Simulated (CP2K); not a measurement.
Two runs for the C K edge of aziridine. Run A: CP2K XAS_TDP, all-electron GAPW, PBEh(45%), aug-cc-pVDZ, TDA, no relativity. Run B differs in one setting.

First lines with a strength over 0.0015. A:

```
                                atom  energy (eV)  states  strength, one atom
C1 (bonded to C, N and 2 H), 2 alike       284.48       1              0.0107
                                           284.92       1              0.0185
                                           285.09       1              0.0206
                                           285.50       1              0.0086
                                           285.73       1              0.0158
```

B:

```
                                atom  energy (eV)  states  strength, one atom
C1 (bonded to C, N and 2 H), 2 alike       290.67       1              0.0104
                                           291.11       1              0.0181
                                           291.28       1              0.0202
                                           291.69       1              0.0085
                                           291.92       1              0.0155
```

Question: Which was it: the functional, the basis, scalar relativity switched on, GW2X switched on?

GW2X switched on. GW2X shifts an atom's lines together and keeps their spacings. Against PBEh(45%) in aug-cc-pVDZ, the leading line moves by +6.19 eV, to 290.67 eV.

[Banner, clock and machine lines of the logs are left out without a mark of their own.]

[Logs are printed without paths, hosts, clocks, repeated set-up lines and the standing remarks that a program may print on its own settings, such as how far it seeks lower states.]

[Hosts, paths, dates, database ids (printed as entryN), source tags and the programs' standing remarks are cut or masked in the printed files.]
